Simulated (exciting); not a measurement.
Two BSE runs for the S L₂,₃ edge of CsLuS2, space group R-3m. Run A: exciting, all-electron LAPW+lo, LDA, exchange and screened direct term (singlet BSE), 2×2×2 shifted k points, 55 conduction bands, |G+q| up to 3 bohr⁻¹ (2.5 in the exchange term), full RPA screening with nempty = 86, Lorentzian half width 0.45 eV. Run B has a fault in its input.

Energy from the Kohn–Sham onset, core level to the lowest empty state found on the meshes used; one zero for both, scaled to A's maximum:

```
E (eV)     A     B
  -4.5  0.01  0.01
  -4.0  0.02  0.01
  -3.5  0.02  0.01
  -3.0  0.02  0.01
  -2.5  0.03  0.01
  -2.0  0.04  0.01
  -1.5  0.05  0.02
  -1.0  0.09  0.02
  -0.5  0.14  0.02
   0.0  0.18  0.03
   0.5  0.26  0.04
   1.0  0.35  0.07
   1.5  0.40  0.14
   2.0  0.46  0.22
   2.5  0.47  0.28
   3.0  0.43  0.35
   3.5  0.41  0.43
   4.0  0.36  0.41
   4.5  0.34  0.41
   5.0  0.38  0.40
   5.5  0.39  0.38
   6.0  0.42  0.33
   6.5  0.51  0.35
   7.0  0.55  0.35
   7.5  0.62  0.31
   8.0  0.66  0.31
   8.5  0.74  0.32
   9.0  0.80  0.34
   9.5  0.90  0.35
  10.0  0.95  0.34
  10.5  1.00  0.36
  11.0  0.92  0.38
  11.5  0.93  0.40
  12.0  0.90  0.42
  12.5  0.87  0.41
  13.0  0.85  0.42
  13.5  0.93  0.43
  14.0  0.89  0.40
  14.5  0.85  0.38
  15.0  0.82  0.35
  15.5  0.80  0.33
  16.0  0.79  0.32
  16.5  0.78  0.31
  17.0  0.73  0.32
  17.5  0.61  0.31
  18.0  0.63  0.30
  18.5  0.59  0.29
  19.0  0.57  0.30
  19.5  0.66  0.29
  20.0  0.68  0.30
  20.5  0.68  0.30
  21.0  0.64  0.28
  21.5  0.62  0.28
  22.0  0.53  0.27
```

Q: What most likely went wrong in run B?

The basis cutoff rgkmax is far too low (basis cutoff rgkmax from 7 to 3.5). Against run A the r.m.s. difference is 55 %. The highest maximum lies at 3.5 eV (0.43), against 10.4 eV (1.00). The first bright state moves from -0.78 to 1.49 eV. The lowest bare transition of this run lies at 2.41 eV, against 0.19. A small basis shifts bands and core levels against each other. Other settings could leave a like mark; this is the change that was made.

[Banner, clock and machine lines of the logs are left out without a mark of their own.]

[Logs are printed without paths, hosts, clocks, repeated set-up lines and the standing remarks that a program may print on its own settings, such as how far it seeks lower states.]

[Hosts, paths, dates, database ids (printed as entryN), source tags and the programs' standing remarks are cut or masked in the printed files.]
